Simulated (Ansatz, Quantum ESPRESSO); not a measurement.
# Evanescent states of LiH, rock salt type, lattice constant set to 4.0 Å, part 2 of 4

How good a tunnel barrier is LiH, rock salt type, lattice constant set to 4.0 Å?

Quantum ESPRESSO 7.5; plane-wave DFT, PBE, PseudoDojo norm-conserving pseudopotentials; cross-check by Ansatz 0.2.0 with PAW datasets.

So far. Step 2 (SCF with pw.x): The run needed 6 iterations to bring the estimated error under 1e-09 Ry.

## (3) Complex bands with pwcond.x

Level of this step: complex band structure by pwcond; plane-wave DFT, PBE, PseudoDojo norm-conserving pseudopotentials (Quantum ESPRESSO).

ikind = 0 solves one period of the crystal for all kz, real and complex, at each energy and k across. ewind and epsproj trim the two-dimensional plane-wave basis; nz1 sets the subslabs.

Input file cbs.in:

```
&inputcond
  outdir = './out'
  prefixl = 'scf'
  band_file = 'cbs'
  ikind = 0
  ewind = 4.0
  epsproj = 1e-05
  nz1 = 7
  energy0 = 6.9
  denergy = -0.23
/
4
  0.00000000 0.00000000 1.00000000
  0.50000000 0.00000000 1.00000000
  0.50000000 0.50000000 1.00000000
  0.25000000 0.00000000 1.00000000
40
```

On the command line:

```sh
$ OMP_NUM_THREADS=1 mpirun -n 2 pwcond.x -in cbs.in > cbs.out
```

Log:

```text
[banner, memory and clock lines left out]
Program PWCOND v.7.5 starts

          URL

     ./out/scf.save/

     IMPORTANT: XC functional enforced from input :
     Exchange-correlation= PBE
                           (   1   4   3   4   0   0   0)
     Any further DFT definition will be discarded
     Please, verify this is what you really want

     Reading collected, re-writing distributed wavefunctions

===== INPUT FILE containing the left lead =====

     GEOMETRY:

     lattice parameter (alat)  =       5.3450  a.u.
     the volume                =     215.9467 (a.u.)^3
     the cross section         =      28.5685 (a.u.)^2
     l of the unit cell        =       1.4142 (alat)
     number of atoms/cell      =            4
     number of atomic types    =            2

     crystal axes: (cart. coord. in units of alat)
               a(1) = (  1.0000  0.0000  0.0000 )
               a(2) = (  0.0000  1.0000  0.0000 )
               a(3) = (  0.0000  0.0000  1.4142 )

   Cartesian axes

     site n.     atom                  positions (alat units)
          1        Li     tau(  1)=(  0.0000  0.0000  1.4142  )
          2        H      tau(  2)=(  0.5000  0.5000  1.4142  )
          3        Li     tau(  3)=(  0.5000  0.5000  0.7071  )
          4        H      tau(  4)=(  0.0000  0.0000  0.7071  )

     nr1s                      =           27
     nr2s                      =           27
     nr3s                      =           40
     nr1sx                     =           27
     nr2sx                     =           27
     nr3sx                     =           40
     nr1                       =           27
     nr2                       =           27
     nr3                       =           40
     nr1x                      =           27
     nr2x                      =           27
     nr3x                      =           40

 _______________________________
  Radii of nonlocal spheres:

     type       ibeta     ang. mom.          radius (alat units)
       Li         1         0                    0.2582
       Li         2         0                    0.2619
       Li         3         1                    0.2077
       Li         4         1                    0.2077
       H          1         0                    0.1871
       H          2         0                    0.1871
       H          3         1                    0.1347
----- General information -----

----- Complex band structure calculation -----

     nrx                       =           27
     nry                       =           27
     nz1                       =            7

     energy0               =         6.9E+00
     denergy               =        -2.3E-01
     nenergy               =         40
     ecut2d                =         6.6E+01
     ewind                 =         4.0E+00
     epsproj               =         1.0E-05

     number of k_|| points=    4
                       cryst. coord.
        k(    1) = (   0.0000000   0.0000000), wk =   0.2500000
        k(    2) = (   0.5000000   0.0000000), wk =   0.2500000
        k(    3) = (   0.5000000   0.5000000), wk =   0.2500000
        k(    4) = (   0.2500000   0.0000000), wk =   0.2500000
----- Information about left lead -----

     nocros                   =           13
     noins                    =           13
     norb                     =           39
     norbf                    =           39
     nrz                      =           40

      iorb      type   ibeta   ang. mom.   m       position (alat)
        1        1       1        0        1   taunew(   1)=(  0.0000  0.0000  0.0000)
        2        1       2        0        1   taunew(   2)=(  0.0000  0.0000  0.0000)
        3        1       3        1        1   taunew(   3)=(  0.0000  0.0000  0.0000)
        4        1       3        1        2   taunew(   4)=(  0.0000  0.0000  0.0000)
        5        1       3        1        3   taunew(   5)=(  0.0000  0.0000  0.0000)
        6        1       4        1        1   taunew(   6)=(  0.0000  0.0000  0.0000)
        7        1       4        1        2   taunew(   7)=(  0.0000  0.0000  0.0000)
        8        1       4        1        3   taunew(   8)=(  0.0000  0.0000  0.0000)
        9        2       1        0        1   taunew(   9)=(  0.5000  0.5000  0.0000)
       10        2       2        0        1   taunew(  10)=(  0.5000  0.5000  0.0000)
       11        2       3        1        1   taunew(  11)=(  0.5000  0.5000  0.0000)
       12        2       3        1        2   taunew(  12)=(  0.5000  0.5000  0.0000)
       13        2       3        1        3   taunew(  13)=(  0.5000  0.5000  0.0000)
       14        1       1        0        1   taunew(  14)=(  0.5000  0.5000  0.7071)
       15        1       2        0        1   taunew(  15)=(  0.5000  0.5000  0.7071)
       16        1       3        1        1   taunew(  16)=(  0.5000  0.5000  0.7071)
       17        1       3        1        2   taunew(  17)=(  0.5000  0.5000  0.7071)
       18        1       3        1        3   taunew(  18)=(  0.5000  0.5000  0.7071)
       19        1       4        1        1   taunew(  19)=(  0.5000  0.5000  0.7071)
       20        1       4        1        2   taunew(  20)=(  0.5000  0.5000  0.7071)
       21        1       4        1        3   taunew(  21)=(  0.5000  0.5000  0.7071)
       22        2       1        0        1   taunew(  22)=(  0.0000  0.0000  0.7071)
       23        2       2        0        1   taunew(  23)=(  0.0000  0.0000  0.7071)
       24        2       3        1        1   taunew(  24)=(  0.0000  0.0000  0.7071)
       25        2       3        1        2   taunew(  25)=(  0.0000  0.0000  0.7071)
       26        2       3        1        3   taunew(  26)=(  0.0000  0.0000  0.7071)
       27        1       1        0        1   taunew(  27)=(  0.0000  0.0000  1.4142)
       28        1       2        0        1   taunew(  28)=(  0.0000  0.0000  1.4142)
       29        1       3        1        1   taunew(  29)=(  0.0000  0.0000  1.4142)
       30        1       3        1        2   taunew(  30)=(  0.0000  0.0000  1.4142)
       31        1       3        1        3   taunew(  31)=(  0.0000  0.0000  1.4142)
       32        1       4        1        1   taunew(  32)=(  0.0000  0.0000  1.4142)
       33        1       4        1        2   taunew(  33)=(  0.0000  0.0000  1.4142)
       34        1       4        1        3   taunew(  34)=(  0.0000  0.0000  1.4142)
       35        2       1        0        1   taunew(  35)=(  0.5000  0.5000  1.4142)
       36        2       2        0        1   taunew(  36)=(  0.5000  0.5000  1.4142)
       37        2       3        1        1   taunew(  37)=(  0.5000  0.5000  1.4142)
       38        2       3        1        2   taunew(  38)=(  0.5000  0.5000  1.4142)
       39        2       3        1        3   taunew(  39)=(  0.5000  0.5000  1.4142)
    k slab    z(k)  z(k+1)     crossing(iorb=1,norb)
    1   0.0000 0.0354 0.0354   111111111111100000000000000000000000000
    2   0.0354 0.0707 0.0354   111111111111100000000000000000000000000
    3   0.0707 0.1061 0.0354   111111111111100000000000000000000000000
    4   0.1061 0.1414 0.0354   111111111111100000000000000000000000000
    5   0.1414 0.1768 0.0354   111111111100000000000000000000000000000
    6   0.1768 0.2121 0.0354   111111111100000000000000000000000000000
    7   0.2121 0.2475 0.0354   110000000000000000000000000000000000000
    8   0.2475 0.2828 0.0354   110000000000000000000000000000000000000
    9   0.2828 0.3182 0.0354   000000000000000000000000000000000000000
   10   0.3182 0.3536 0.0354   000000000000000000000000000000000000000
   11   0.3536 0.3889 0.0354   000000000000000000000000000000000000000
   12   0.3889 0.4243 0.0354   000000000000000000000000000000000000000
   13   0.4243 0.4596 0.0354   000000000000011000000000000000000000000
   14   0.4596 0.4950 0.0354   000000000000011000000000000000000000000
   15   0.4950 0.5303 0.0354   000000000000011111111110000000000000000
   16   0.5303 0.5657 0.0354   000000000000011111111110000000000000000
   17   0.5657 0.6010 0.0354   000000000000011111111111110000000000000
   18   0.6010 0.6364 0.0354   000000000000011111111111110000000000000
   19   0.6364 0.6718 0.0354   000000000000011111111111110000000000000
   20   0.6718 0.7071 0.0354   000000000000011111111111110000000000000
   21   0.7071 0.7425 0.0354   000000000000011111111111110000000000000
   22   0.7425 0.7778 0.0354   000000000000011111111111110000000000000
   23   0.7778 0.8132 0.0354   000000000000011111111111110000000000000
   24   0.8132 0.8485 0.0354   000000000000011111111111110000000000000
   25   0.8485 0.8839 0.0354   000000000000011111111110000000000000000
   26   0.8839 0.9192 0.0354   000000000000011111111110000000000000000
   27   0.9192 0.9546 0.0354   000000000000011000000000000000000000000
   28   0.9546 0.9899 0.0354   000000000000011000000000000000000000000
   29   0.9899 1.0253 0.0354   000000000000000000000000000000000000000
   30   1.0253 1.0607 0.0354   000000000000000000000000000000000000000
   31   1.0607 1.0960 0.0354   000000000000000000000000000000000000000
   32   1.0960 1.1314 0.0354   000000000000000000000000000000000000000
   33   1.1314 1.1667 0.0354   000000000000000000000000001100000000000
   34   1.1667 1.2021 0.0354   000000000000000000000000001100000000000
   35   1.2021 1.2374 0.0354   000000000000000000000000001111111111000
   36   1.2374 1.2728 0.0354   000000000000000000000000001111111111000
   37   1.2728 1.3081 0.0354   000000000000000000000000001111111111111
   38   1.3081 1.3435 0.0354   000000000000000000000000001111111111111
   39   1.3435 1.3789 0.0354   000000000000000000000000001111111111111
   40   1.3789 1.4142 0.0354   000000000000000000000000001111111111111
 ngper, shell number =          145          23
 ngper, n2d =          145          44
---  E-Ef =    6.9000000  k =    0.0000000   0.0000000
---  ie =          1  ik =          1
 Nchannels of the left tip =            1
 Right moving states:
   k1(2pi/a)   k2(2pi/a)   E-Ef (eV)
   0.3070485  -0.0000000   6.9000000
 Left moving states:
   k1(2pi/a)   k2(2pi/a)   E-Ef (eV)
  -0.3070485  -0.0000000   6.9000000

---  E-Ef =    6.6700000  k =    0.0000000   0.0000000
---  ie =          2  ik =          1
 Nchannels of the left tip =            1
 Right moving states:
   k1(2pi/a)   k2(2pi/a)   E-Ef (eV)
   0.2941679  -0.0000000   6.6700000
 Left moving states:
   k1(2pi/a)   k2(2pi/a)   E-Ef (eV)
  -0.2941679  -0.0000000   6.6700000
[... further energies and points left out ...]
---  E-Ef =   -1.8400000  k =    0.2500000   0.0000000
---  ie =         39  ik =          4
 Nchannels of the left tip =            1
 Right moving states:
   k1(2pi/a)   k2(2pi/a)   E-Ef (eV)
  -0.2641090   0.0000000  -1.8400000
 Left moving states:
   k1(2pi/a)   k2(2pi/a)   E-Ef (eV)
   0.2641090   0.0000000  -1.8400000

---  E-Ef =   -2.0700000  k =    0.2500000   0.0000000
---  ie =         40  ik =          4
 Nchannels of the left tip =            1
 Right moving states:
   k1(2pi/a)   k2(2pi/a)   E-Ef (eV)
  -0.2963883   0.0000000  -2.0700000
 Left moving states:
   k1(2pi/a)   k2(2pi/a)   E-Ef (eV)
   0.2963883  -0.0000000  -2.0700000

Note: The following floating-point exceptions are signalling: IEEE_UNDERFLOW_FLAG
Note: The following floating-point exceptions are signalling: IEEE_UNDERFLOW_FLAG
```

Elapsed: 15 s, on 2 MPI ranks of Arm Neoverse V1, shared host; peak memory 0.09 GiB; 29 s of CPU time.

Read from the output:

| Property | Result |
| --- | --- |
| peak of the smallest κ at the zone centre | 0.161 Å⁻¹ |
| energy of the peak at the zone centre | 1.38 eV |
| peak of the smallest κ at (1/2, 1/2) | 0.699 Å⁻¹ |
| peak of the smallest κ at (1/4, 0) | 0.297 Å⁻¹ |

K across = (0, 0) in the cell's reciprocal vectors; values within 0.0025 1/Å of each other count once, columns are sorted by size at each energy, a dash where no further value was kept. Table of Im kz of the slowest decaying states by energy, zero at the highest filled level of the SCF mesh:

```tsv
energy (eV)	decay 1 (Å⁻¹)	decay 2 (Å⁻¹)	decay 3 (Å⁻¹)
-2.07	1.86	2.02	2.06
-1.84	1.84	2.01	2.04
-1.61	1.83	2.00	2.03
-1.38	1.81	1.99	2.01
-1.15	1.79	1.98	2.00
-0.92	1.77	1.97	1.98
-0.69	1.76	1.97	2.78
-0.46	1.74	1.95	1.96
-0.23	1.72	1.94	1.95
0.00	1.71	1.92	1.94
0.46	0.121	1.67	1.89
0.69	0.14	1.65	1.87
0.92	0.151	1.63	1.86
1.15	0.158	1.61	1.84
1.38	0.161	1.59	1.82
1.61	0.159	1.57	1.81
1.84	0.154	1.56	1.79
2.07	0.145	1.54	1.77
2.30	0.131	1.52	1.76
2.53	0.111	1.50	1.74
2.76	0.081	1.48	1.72
2.99	1.45	1.70	1.80
3.22	1.43	1.69	1.79
3.45	1.41	1.67	1.78
3.68	1.39	1.65	1.77
3.91	1.37	1.63	1.75
4.14	1.34	1.61	1.74
4.37	1.32	1.59	1.73
4.83	1.27	1.56	1.71
5.06	1.25	1.54	1.69
5.29	1.23	1.52	1.68
5.52	1.2	1.50	1.67
5.75	1.17	1.48	1.65
5.98	1.15	1.46	1.64
6.21	1.12	1.43	1.63
6.44	1.09	1.41	1.61
6.67	1.06	1.39	1.60
6.90	1.03	1.37	1.58
```

K across = (0, 0) in the cell's reciprocal vectors. Table of Re kz of states that move upwards, channel 1 by energy, zero at the highest filled level of the SCF mesh:

```tsv
energy (eV)	Re kz of states that move upwards, channel 1 (Å⁻¹)
-2.07	-0.415
-1.84	-0.377
-1.61	-0.339
-1.38	-0.302
-1.15	-0.265
-0.92	-0.227
-0.69	-0.188
-0.46	-0.147
-0.23	-0.0995
0.00	-0.00390
0.46	-
0.69	-
0.92	-
1.15	-
1.38	-
1.61	-
1.84	-
2.07	-
2.30	-
2.53	-
2.76	-
2.99	0.0139
3.22	0.0884
3.45	0.128
3.68	0.160
3.91	0.189
4.14	0.216
4.37	0.242
4.83	0.290
5.06	0.313
5.29	0.335
5.52	0.357
5.75	0.379
5.98	0.400
6.21	0.421
6.44	0.442
6.67	0.462
6.90	0.482
```

K across = (1/2, 0) in the cell's reciprocal vectors; values within 0.0025 1/Å of each other count once, columns are sorted by size at each energy, a dash where no further value was kept. Table of Im kz of the slowest decaying states by energy, zero at the highest filled level of the SCF mesh:

```tsv
energy (eV)	decay 1 (Å⁻¹)	decay 2 (Å⁻¹)	decay 3 (Å⁻¹)
-2.07	0.901	0.914	1.41
-1.84	0.945	0.958	1.42
-1.61	0.969	0.98	1.43
-1.38	0.98	0.991	1.43
-1.15	0.983	0.993	1.44
-0.92	0.98	0.989	1.45
-0.69	0.973	0.981	1.45
-0.46	0.963	0.971	1.46
-0.23	0.95	0.957	1.46
0.00	0.935	0.942	1.46
0.46	0.901	0.907	1.47
0.69	0.881	0.887	1.47
0.92	0.86	0.866	1.47
1.15	0.838	0.844	1.47
1.38	0.815	0.82	1.47
1.61	0.791	0.796	1.46
1.84	0.765	0.77	1.46
2.07	0.738	0.742	1.46
2.30	0.709	0.713	1.45
2.53	0.679	0.683	1.45
2.76	0.647	0.651	1.45
2.99	0.613	0.617	1.44
3.22	0.576	0.58	1.44
3.45	0.537	0.541	1.43
3.68	0.494	0.498	1.42
3.91	0.447	0.451	1.42
4.14	0.394	0.399	1.41
4.37	0.332	0.337	1.40
4.83	0.138	0.149	1.39
5.06	1.38	1.38	1.68
5.29	1.37	1.37	1.66
5.52	1.36	1.36	1.64
5.75	1.35	1.35	1.62
5.98	1.34	1.34	1.60
6.21	1.33	1.33	1.58
6.44	1.32	1.32	1.56
6.67	1.31	1.31	1.54
6.90	1.30	1.3	1.52
```

K across = (1/2, 1/2) in the cell's reciprocal vectors; values within 0.0025 1/Å of each other count once, columns are sorted by size at each energy, a dash where no further value was kept. Table of Im kz of the slowest decaying states by energy, zero at the highest filled level of the SCF mesh:

```tsv
energy (eV)	decay 1 (Å⁻¹)	decay 2 (Å⁻¹)	decay 3 (Å⁻¹)
-2.07	0.974	1.16	2.87
-1.84	0.932	1.13	2.86
-1.61	0.885	1.10	2.85
-1.38	0.832	1.08	2.84
-1.15	0.77	1.05	2.83
-0.92	0.696	1.02	2.81
-0.69	0.599	0.989	2.80
-0.46	0.454	0.957	2.79
-0.23	0.925	2.78	3.08
0.00	0.011	0.891	2.77
0.46	0.542	0.82	2.74
0.69	0.615	0.782	2.73
0.92	0.666	0.742	2.72
1.15	0.699	0.704	2.71
1.38	0.654	0.734	2.69
1.61	0.605	0.757	2.68
1.84	0.552	0.775	2.67
2.07	0.494	0.79	2.66
2.30	0.427	0.802	2.64
2.53	0.348	0.811	2.63
2.76	0.245	0.818	2.62
2.99	0.824	2.60	2.94
3.22	0.828	2.59	2.93
3.45	0.83	2.58	2.92
3.68	0.831	2.56	2.91
3.91	0.831	2.55	2.90
4.14	0.83	2.54	2.89
4.37	0.828	2.52	2.88
4.83	0.821	2.50	2.85
5.06	0.816	2.48	2.84
5.29	0.81	2.47	2.83
5.52	0.803	2.45	2.82
5.75	0.796	2.44	2.81
5.98	0.787	2.42	2.80
6.21	0.778	2.41	2.79
6.44	0.768	2.39	2.78
6.67	0.757	2.38	2.77
6.90	0.745	2.36	2.76
```

K across = (1/4, 0) in the cell's reciprocal vectors; values within 0.0025 1/Å of each other count once, columns are sorted by size at each energy, a dash where no further value was kept. The Im kz of the slowest decaying states by energy, zero at the highest filled level of the SCF mesh:

```tsv
energy (eV)	decay 1 (Å⁻¹)	decay 2 (Å⁻¹)	decay 3 (Å⁻¹)
-2.07	1.57	1.85	1.94
-1.61	1.53	1.84	1.91
-1.15	1.48	1.82	1.88
-0.69	1.44	1.80	1.84
-0.46	0.069	1.42	1.79
0.00	0.196	1.37	1.77
0.46	0.25	1.32	1.75
0.92	0.28	1.26	1.73
1.38	0.294	1.21	1.69
1.84	0.297	1.15	1.65
2.30	0.289	1.09	1.61
2.53	0.281	1.06	1.60
2.99	0.255	0.997	1.56
3.45	0.211	0.929	1.52
3.91	0.129	0.856	1.48
4.37	0.779	1.43	1.57
4.83	0.698	1.39	1.54
5.29	0.614	1.35	1.52
5.52	0.571	1.32	1.50
5.98	0.484	1.28	1.48
6.44	0.396	1.23	1.45
6.90	0.299	1.18	1.43
```

[end of part 2 of 4]

[Logs are printed without paths, hosts, clocks, repeated set-up lines and the standing remarks that a program may print on its own settings, such as how far it seeks lower states.]

[Hosts, paths, dates, database ids (printed as entryN), source tags and the programs' standing remarks are cut or masked in the printed files.]

[Maps of the electrostatic potential energy from Ansatz leave out the sawtooth potential of an applied field or a dipole correction, so their vacuum need not be flat; planar profiles and work functions include it.]
